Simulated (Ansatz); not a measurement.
# Ba3PbO (model cell, started as antiperovskite): a soft mode frozen in

Aim: this structure of Ba3PbO (model cell, started as antiperovskite) is to be tested for unstable modes, and one is followed downhill.

Method: DFT PBEsol, scalar-relativistic, plane waves, PAW; PAW set soft_1, in Ansatz 0.2.0.

Report form: the programs' logs are mostly left out.

The structure was built from a prototype and need not be the compound's stable phase.

**1. The starting structure**

It takes space group Pm-3m (No. 221, cubic). The conventional cell has a = 5.414 Å, b = 5.414 Å, c = 5.414 Å, α = 90.00°, β = 90.00°, γ = 90.00°. Nearest to Pb lie 12 Ba at 3.83 Å. O has 6 Ba at 2.71 Å nearest. Nearest to Ba lie 2 O at 2.71 Å. Farther neighbours and most contacts between anions are not listed.

Coordinates:

```cif
data_structure
_symmetry_space_group_name_H-M 'P 1'
_symmetry_Int_Tables_number 1
_cell_length_a 5.4139
_cell_length_b 5.4139
_cell_length_c 5.4139
_cell_angle_alpha 90.000
_cell_angle_beta 90.000
_cell_angle_gamma 90.000
_cell_volume 158.68
loop_
_atom_site_label
_atom_site_type_symbol
_atom_site_fract_x
_atom_site_fract_y
_atom_site_fract_z
_atom_site_occupancy
Pb1 Pb 0.00000 0.00000 0.00000 1
O2 O 0.50000 0.50000 0.50000 1
Ba3 Ba 0.50000 0.50000 0.00000 1
Ba4 Ba 0.50000 0.00000 0.50000 1
Ba5 Ba 0.00000 0.50000 0.50000 1
```

**2. Phonons on a q mesh**

The cell comes from relaxations at this level that are not shown. Stability and thermal properties need the whole zone. Linear response on a 2×2×2 q mesh gives force constants as far as a supercell of that size would.

input.yaml

```yaml
crystal:
  lattice:
    - [5.4139058655, 0.0, 0.0]
    - [0.0, 5.4139058655, 0.0]
    - [0.0, 0.0, 5.4139058655]
  atoms:
    - { symbol: Pb, position: [0.0, 0.0, 0.0] }
    - { symbol: O, position: [0.5, 0.5, 0.5] }
    - { symbol: Ba, position: [0.5, 0.5, 0.0] }
    - { symbol: Ba, position: [0.5, 0.0, 0.5] }
    - { symbol: Ba, position: [0.0, 0.5, 0.5] }
kpoints:
  mp_grid: { grid: [8, 8, 8] }
hamiltonian:
  xc: pbesol
  pseudopotentials: { kind: paw, azcp: { folder: soft_1 }, xc_functional: pbe }
scf:
  occupations: { method: methfessel_paxton, width: 0.2 }
output:
  eigenvalues: true
phonons:
  method: dfpt
  qmesh: [2, 2, 2]
  temperatures: { t_max: 1000, t_step: 50 }
  qpath:
    path:
      - [[0.0, 0.0, 0.0], [0.0, 0.5, 0.0], [0.5, 0.5, 0.0], [0.0, 0.0, 0.0], [0.5, 0.5, 0.5], [0.0, 0.5, 0.0]]
      - [[0.5, 0.5, 0.5], [0.5, 0.5, 0.0]]
    npoints: 10
```

The run is started by

```
$ ansatz run input.yaml --threads 8 --pin off --max-ram 16384MiB --backend cpu --events-out ev --progress --plain --runs-dir out
```

Wall time 4 min (8 threads of Arm Neoverse V1, shared host); peak memory 2.1 GiB; 31 min of CPU time.

This step gave:

```yaml
volume_per_atom: 31.74 Å³
gap_on_the_k_mesh: 0 eV
sum_rule_residual_before_enforcement: 5.40e-5 eV/Å²
lowest_frequency_on_the_path: -14.06 cm⁻¹
point_group: m-3m
highest_frequency_on_the_path_or_at_a_solved_wavevector: 284.2 cm⁻¹
highest_optical_mode_at_the_zone_centre_no_lo_to_term: 155.2 cm⁻¹
lowest_optical_zone_centre_mode: 41.37 cm⁻¹
lowest_mode_on_the_q_mesh_acoustic_modes_at_gamma_apart: -14.06 cm⁻¹
```

Frequencies (cm⁻¹) solved at each irreducible wavevector; negative means imaginary. Frequencies by wavevector, by row:

| q in reciprocal lattice units | star | mode 1 | mode 2 | mode 3 | mode 4 | mode 13 | mode 14 | mode 15 |
| --- | --- | --- | --- | --- | --- | --- | --- | --- |
| 0 0 0 | 1 | 0 | 0 | 0 | 41.4 | 155.2 | 155.2 | 155.2 |
| 0 0 -0.5 | 3 | 39.4 | 39.4 | 45 | 45 | 165.7 | 165.7 | 284.2 |
| 0 -0.5 -0.5 | 3 | 17.5 | 54.6 | 55.5 | 55.5 | 173 | 274.1 | 274.1 |
| -0.5 -0.5 -0.5 | 1 | -14.1 | -14.1 | -14.1 | 48.7 | 281.8 | 281.8 | 281.8 |

Interpolated from a 2×2×2 q mesh. Phonon branches along the path, in cm⁻¹:

| point | branch 1 | branch 2 | branch 3 | branch 4 | branch 12 | branch 13 | branch 14 | branch 15 |
| --- | --- | --- | --- | --- | --- | --- | --- | --- |
| Γ | 0 | 0 | 0 | 41 | 107 | 155 | 155 | 155 |
| halfway | 27 | 27 | 45 | 46 | 108 | 160 | 160 | 229 |
| X | 39 | 39 | 45 | 45 | 106 | 166 | 166 | 284 |
| halfway | 32 | 46 | 49 | 51 | 124 | 169 | 226 | 279 |
| M | 18 | 55 | 56 | 56 | 134 | 173 | 274 | 274 |
| halfway | 27 | 38 | 43 | 52 | 119 | 165 | 228 | 228 |
| Γ | 0 | 0 | 0 | 41 | 107 | 155 | 155 | 155 |
| halfway | 30 | 30 | 30 | 53 | 130 | 229 | 229 | 229 |
| R | -14 | -14 | -14 | 49 | 155 | 282 | 282 | 282 |
| halfway | 25 | 32 | 38 | 52 | 137 | 230 | 230 | 278 |
| X | 39 | 39 | 45 | 45 | 106 | 166 | 166 | 284 |
| jump to R | -14 | -14 | -14 | 49 | 155 | 282 | 282 | 282 |
| halfway | 7 | 31 | 31 | 52 | 146 | 234 | 278 | 278 |
| M | 18 | 55 | 56 | 56 | 134 | 173 | 274 | 274 |

Symmetry leaves 4 wavevectors to solve. The lowest mode among them, the acoustic zeros apart, lies at q = (-0.5, -0.5, -0.5) and is imaginary, 14.1i cm⁻¹, so the energy falls along it.

**3. The mode frozen in, largest atomic shift 0 Å**

The mode followed lies at q = (-0.5, -0.5, -0.5) with frequency 14.1i cm⁻¹ and is 3-fold degenerate, the softest among the wavevectors solved. At small amplitude the distorted cell has space group no. 140 by a symmetry search on the positions. The undistorted cell that holds it gives the zero of energy on the same k mesh.

System of this step: Ba3PbO (model cell, started as antiperovskite). Symmetry: Pm-3m, No. 221, cubic system. Conventional cell: a = 5.414 Å, b = 5.414 Å, c = 5.414 Å, α = 90.00°, β = 90.00°, γ = 90.00°. Nearest to Pb lie 12 Ba at 3.83 Å. O has 6 Ba at 2.71 Å nearest. Nearest to Ba lie 2 O at 2.71 Å. Farther neighbours and most contacts between anions are not listed.

input.yaml, the sections that differ from step 2:

```yaml
crystal:
  lattice:
    - [5.4139058655, 5.4139058655, 0.0]
    - [5.4139058655, 0.0, 5.4139058655]
    - [5.4139058655, 0.0, -5.4139058655]
  atoms:
    - { symbol: Pb, position: [0.0, 0.5, 0.5] }
    - { symbol: Pb, position: [0.0, 0.0, 0.0] }
    - { symbol: O, position: [0.5, 0.25, 0.75] }
    - { symbol: O, position: [0.5, 0.75, 0.25] }
    - { symbol: Ba, position: [0.5, 0.0, 1.0] }
    - { symbol: Ba, position: [0.5, 0.5, 0.5] }
    - { symbol: Ba, position: [0.0, 0.0, 0.5] }
    - { symbol: Ba, position: [0.0, 0.5, 0.0] }
    - { symbol: Ba, position: [0.5, 0.0, 0.5] }
    - { symbol: Ba, position: [0.5, 0.5, 0.0] }
output:
  forces: true
  stress: true
  eigenvalues: true
# kpoints, hamiltonian, scf: as in step 2
# phonons: removed
```

The job ended after 7.6 s (8 threads; peak memory 1.4 GiB).

Numbers from this step:

| Item | Value |
| --- | --- |
| pressure | 0.008533 GPa |
| energy from the undistorted cell | 0 meV/atom |

The run ends at a pressure of 0.01 GPa.

**4. The mode frozen in, largest atomic shift 0.14 Å**

The atoms are moved along the unstable eigenvector, the largest shift by 0.14 Å, with the cell fixed.

input.yaml: that of step 3 with these lines changed.

```diff
@@ -10,8 +10,8 @@
     - { symbol: O, position: [0.5, 0.75, 0.25] }
-    - { symbol: Ba, position: [0.5, 0.0, 1.0] }
-    - { symbol: Ba, position: [0.5, 0.5, 0.5] }
+    - { symbol: Ba, position: [0.5, 0.012929667, 1.012929667] }
+    - { symbol: Ba, position: [0.5, 0.487070333, 0.487070333] }
     - { symbol: Ba, position: [0.0, 0.0, 0.5] }
     - { symbol: Ba, position: [0.0, 0.5, 0.0] }
-    - { symbol: Ba, position: [0.5, 0.0, 0.5] }
-    - { symbol: Ba, position: [0.5, 0.5, 0.0] }
+    - { symbol: Ba, position: [0.5, -0.012929667, 0.512929667] }
+    - { symbol: Ba, position: [0.5, 0.512929667, -0.012929667] }
 kpoints:
@@ -27 +27,5 @@
   eigenvalues: true
+  write_density: true
+  write_potential: true
+  elf: true
+  volumetric_format: npy
```

Run time: 19 s. Hardware: 8 threads; peak memory 1.7 GiB.

Numbers from this step:

```yaml
pressure: 0.008388 GPa
energy_from_the_undistorted_cell: -0.283 meV/atom
```

The energy, extrapolated to zero smearing, is -0.28 meV/atom against the undistorted cell.

The run ends at a pressure of 0.01 GPa, with forces up to 0.0067 eV/Å.

**5. Energy along the mode, all amplitudes (two of the runs are shown above)**

An imaginary frequency means negative curvature, so the energy should fall and then rise again as anharmonic terms take over.

This step gave:

* depth at the lowest point sampled: 0.283 meV/atom
* largest atomic shift at that point: 0.14 Å

Energy from the parent against largest atomic shift:

| largest atomic shift (Å) | energy from the parent (meV/atom) |
| --- | --- |
| 0.000 | 0 |
| 0.040 | -0.033 |
| 0.080 | -0.12 |
| 0.140 | -0.283 |
| 0.220 | -0.254 |
| 0.320 | 1.13 |
| 0.450 | 7.98 |

Displacement at unit largest shift by atom:

| atom | x (Å) | y (Å) | z (Å) | size |
| --- | --- | --- | --- | --- |
| Pb1 | 0.00 | 0.00 | 0.00 | 0.00 |
| Pb2 | 0.00 | 0.00 | 0.00 | 0.00 |
| O3 | 0.00 | 0.00 | 0.00 | 0.00 |
| O4 | 0.00 | 0.00 | 0.00 | 0.00 |
| Ba5 | 1.00 | 0.00 | 0.00 | 1.00 |
| Ba6 | -1.00 | 0.00 | 0.00 | 1.00 |
| Ba7 | 0.00 | 0.00 | 0.00 | 0.00 |
| Ba8 | 0.00 | 0.00 | 0.00 | 0.00 |
| Ba9 | 0.00 | 0.00 | -1.00 | 1.00 |
| Ba10 | 0.00 | 0.00 | 1.00 | 1.00 |

The lowest of the steps tried is at 0.14 Å, 0.283 meV/atom below the parent; the bottom of the well need not coincide with a step.

**6. Relaxing from the distorted cell**

Starting from the lowest point found, all atoms and the cell are let go, so that strain and other modes of the same symmetry can join in.

input.yaml: that of step 4 with these lines changed.

```diff
@@ -27,5 +27,6 @@
   eigenvalues: true
-  write_density: true
-  write_potential: true
-  elf: true
-  volumetric_format: npy
+relax:
+  adjacent_minimum: "off"
+  f_tol: 0.002
+  max_steps: 120
+  cell: { stress_tol: 0.03 }
```

Run time: 1.7 min. Hardware: 8 threads; peak memory 1.8 GiB.

The steps of the relaxation:

| step | energy less that of the first step (eV) | largest force component (eV/Å) | pressure (GPa) | volume (Å³) |
| --- | --- | --- | --- | --- |
| 1 | 0.0000 | 0.0067 | 0.01 | 317.37 |
| 2 | -0.0001 | 0.0068 | 0.00 | 317.47 |
| 3 | -0.0007 | 0.0047 | 0.02 | 317.29 |
| 4 | -0.0009 | 0.0016 | 0.00 | 317.45 |
| 5 | -0.0009 | 0.0005 | 0.01 | 317.40 |
| 6 | -0.0009 | 0.0000 | 0.00 | 317.47 |
| 7* | -0.0009 | 0.0000 | 0.00 | 317.47 |

Relaxation steps marked * repeat the geometry before them on a plane-wave basis chosen anew for their cell, so energy and pressure can jump there.

The run keeps the 16 symmetry operations that it works with, so distortions that break them were not tested.

| conventional cell, symmetrised | before | after | change |
| --- | --- | --- | --- |
| a (Å) | 7.656 | 7.650 | -0.1 % |
| b (Å) | 7.656 | 7.650 | -0.1 % |
| c (Å) | 10.828 | 10.848 | +0.2 % |
| volume (Å³/atom) | 31.74 | 31.75 | +0.0 % |

The atoms that moved most (Å, as changes of fractional coordinates times the final cell):

| atom | dx | dy | dz | length |
| --- | --- | --- | --- | --- |
| Ba9 | 0.000 | 0.000 | -0.051 | 0.051 |
| Ba10 | 0.000 | 0.000 | 0.051 | 0.051 |
| Ba5 | 0.051 | 0.000 | 0.000 | 0.051 |
| Ba6 | -0.051 | 0.000 | 0.000 | 0.051 |

This step gave:

- pressure: -0.002666 GPa
- volume per atom: 31.75 Å³

The distorted start has space group I4/mcm; the relaxation ends in I4/mcm.

**7. The new phase in its own primitive cell**

The relaxed structure is symmetrised, reduced to its primitive cell and relaxed tightly, as its phonons need.

input.yaml, the sections that differ from step 6:

```yaml
crystal:
  lattice:
    - [-3.825222452, 3.825222452, 5.4240478242]
    - [3.825222452, -3.825222452, 5.4240478242]
    - [3.825222452, 3.825222452, -5.4240478242]
  atoms:
    - { symbol: Pb, position: [0.25, 0.75, 0.5] }
    - { symbol: Pb, position: [0.75, 0.25, 0.5] }
    - { symbol: O, position: [0.0, 0.0, 0.0] }
    - { symbol: O, position: [0.5, 0.5, 0.0] }
    - { symbol: Ba, position: [0.7323639402, 0.2323639402, 0.9647278803] }
    - { symbol: Ba, position: [0.2676360598, 0.7676360598, 0.0352721197] }
    - { symbol: Ba, position: [0.25, 0.25, 0.0] }
    - { symbol: Ba, position: [0.75, 0.75, 0.0] }
    - { symbol: Ba, position: [0.2323639402, 0.2676360598, 0.5] }
    - { symbol: Ba, position: [0.7676360598, 0.7323639402, 0.5] }
relax:
  adjacent_minimum: "off"
  f_tol: 0.001
  max_steps: 60
  cell: { stress_tol: 0.01 }
# kpoints, hamiltonian, scf, output: as in step 6
```

It took 35 s on 8 threads; peak memory 1.8 GiB; 4.5 min of CPU time.

Little changed from the start: no atom moved by 0.005 Å and no cell edge by 0.1 %.

This step gave:

```yaml
pressure: -0.002665 GPa
```

The largest force component left is 0.014 meV/Å and the pressure is -0.003 GPa, within the tolerances set. The cell now holds 31.75 Å³/atom.

**8. Modes of the new phase**

A relaxed structure may still be a saddle point, so its zone-centre modes are computed. No field response is asked, since the mesh shows no gap.

input.yaml, the sections that differ from step 7:

```yaml
crystal:
  lattice:
    - [-3.825222452, 3.825222452, 5.4240478242]
    - [3.825222452, -3.825222452, 5.4240478242]
    - [3.825222452, 3.825222452, -5.4240478242]
  atoms:
    - { symbol: Pb, position: [0.25, 0.75, 0.5] }
    - { symbol: Pb, position: [0.75, 0.25, 0.5] }
    - { symbol: O, position: [0.0, 0.0, 0.0] }
    - { symbol: O, position: [0.5, 0.5, 0.0] }
    - { symbol: Ba, position: [0.7323639402, 0.2323639402, 0.9647278804] }
    - { symbol: Ba, position: [0.2676360598, 0.7676360598, 0.0352721196] }
    - { symbol: Ba, position: [0.25, 0.25, 0.0] }
    - { symbol: Ba, position: [0.75, 0.75, 0.0] }
    - { symbol: Ba, position: [0.2323639402, 0.2676360598, 0.5] }
    - { symbol: Ba, position: [0.7676360598, 0.7323639402, 0.5] }
output:
  eigenvalues: true
phonons:
  method: dfpt
# kpoints, hamiltonian, scf: as in step 7
# relax: removed
```

The job ended after 39 min (8 threads; peak memory 13 GiB; 5.1 h of CPU time).

Numbers from this step:

```yaml
sum_rule_residual_before_enforcement: 6.39e-5 eV/Å²
point_group: 4/mmm
highest_optical_mode_at_the_zone_centre_no_lo_to_term: 279.1 cm⁻¹
lowest_optical_zone_centre_mode: -2.75 cm⁻¹
```

Patterns of degenerate modes are one choice out of their space. The modes at Γ (shares of kinetic energy by element, %):

| mode | frequency (cm⁻¹) | symmetry | Pb % | O % | Ba % |
| --- | --- | --- | --- | --- | --- |
| 1 | -2.8 | Eg | 0 | 0 | 100 |
| 2 | -2.8 | Eg | 0 | 0 | 100 |
| 3 | 0.0 | acoustic | 33 | 3 | 65 |
| 4 | 0.0 | acoustic | 33 | 3 | 65 |
| 5 | 0.0 | acoustic | 33 | 3 | 65 |
| 6 | 21.3 | A1g | 0 | 0 | 100 |
| 7 | 44.9 | Eu | 1 | 0 | 99 |
| 8 | 44.9 | Eu | 1 | 0 | 99 |
| 9 | 46.0 | B1u | 0 | 0 | 100 |
| 10 | 51.0 | Eg | 99 | 0 | 1 |
| 11 | 51.0 | Eg | 99 | 0 | 1 |
| 12 | 52.4 | B2g | 99 | 0 | 1 |
| 13 | 52.4 | A2g | 0 | 0 | 100 |
| 14 | 53.3 | B1g | 0 | 0 | 100 |
| 15 | 55.7 | Eu | 66 | 0 | 33 |
| 16 | 55.7 | Eu | 66 | 0 | 33 |
| 17 | 56.2 | A2u | 67 | 0 | 33 |
| 18 | 97.5 | Eg | 1 | 0 | 99 |
| 19 | 97.5 | Eg | 1 | 0 | 99 |
| 20 | 99.7 | B2g | 1 | 0 | 99 |
| 21 | 106.0 | A2u | 0 | 2 | 97 |
| 22 | 106.6 | Eu | 0 | 2 | 98 |
| 23 | 106.6 | Eu | 0 | 2 | 98 |
| 24 | 153.2 | A2u | 0 | 95 | 5 |
| 25 | 153.6 | A2g | 0 | 0 | 100 |
| 26 | 154.6 | Eu | 0 | 95 | 5 |
| 27 | 154.6 | Eu | 0 | 95 | 5 |
| 28 | 278.9 | Eu | 0 | 100 | 0 |
| 29 | 278.9 | Eu | 0 | 100 | 0 |
| 30 | 279.1 | A1u | 0 | 100 | 0 |

Displacements in mode 6 (21.3 cm⁻¹), the largest set to 1:
```
Pb1  0.00  0.00  0.00
Pb2  0.00  0.00  0.00
O3   0.00  0.00  0.00
O4   0.00  0.00  0.00
Ba5  1.00  1.00  0.00
Ba6 -1.00 -1.00  0.00
Ba7  0.00  0.00  0.00
Ba8  0.00  0.00  0.00
Ba9 -1.00  1.00  0.00
Ba10 1.00 -1.00  0.00
```

Displacements in mode 26 (154.6 cm⁻¹), the largest set to 1:
```
Pb1 -0.01  0.00  0.00
Pb2 -0.01  0.00  0.00
O3   1.00 -0.11  0.00
O4   1.00  0.11  0.00
Ba5 -0.03 -0.03  0.00
Ba6 -0.03 -0.03  0.00
Ba7 -0.05  0.00  0.00
Ba8 -0.05  0.00  0.00
Ba9 -0.03  0.03  0.00
Ba10-0.03  0.03  0.00
```

Before it was imposed, the acoustic sum rule was missed by 6.4e-5 eV/Å². Small misses are needed for a sound result but don't prove that mesh and cutoff are converged. The lowest optical mode is slightly imaginary, 2.8i cm⁻¹, too near zero to call.

**9. What came out**

```
unstable mode of the parent                                                      : q = (-0.5, -0.5, -0.5), 14i cm⁻¹
depth at the lowest point sampled                                                : 0.283 meV/atom
largest atomic shift at that point                                               : 0.14 Å
space group reached (within 0.01 Å)                                              : I4/mcm
energy gained over the parent (first relaxation, on the mesh of the frozen mode) : 0.350 meV/atom
volume per atom, phase reached                                                   : 31.7 Å³
lowest optical zone-centre mode, phase reached                                   : -2.8 cm⁻¹
highest optical mode at the zone centre (no LO-TO term), phase reached           : 279 cm⁻¹
```

What this shows: Along this mode the structure falls into I4/mcm, 0.350 meV/atom below the parent. At the parent's cell the well is 0.283 meV/atom deep on the steps tried, with its lowest point at a shift of 0.14 Å. Relaxing atoms and cell changes the gain by +0.07 meV/atom against the lowest step (energies at zero smearing). The lowest mode at the zone centre of the new cell, 2.8i cm⁻¹, is too near zero to call. How so shallow a well moves with the k mesh was not tested. Each path keeps the symmetry of its pattern, so a lower phase may lie along a pattern not tried. With no gap, or one that is small against the smearing, the frequencies hang on the k mesh and the smearing, most of all near Kohn anomalies. An optical mode within 15 cm⁻¹ of zero is at the mercy of small errors in the force constants, and even its sign is uncertain. Spin-orbit coupling is left out, which can matter for the heavy elements here. The PAW files were made for PBE and serve the other functionals too. The starting cell was built on a prototype and not taken from a measurement, so the phase need not exist.

[Logs are printed without paths, hosts, clocks, repeated set-up lines and the standing remarks that a program may print on its own settings, such as how far it seeks lower states.]

[Hosts, paths, dates, database ids (printed as entryN), source tags and the programs' standing remarks are cut or masked in the printed files.]
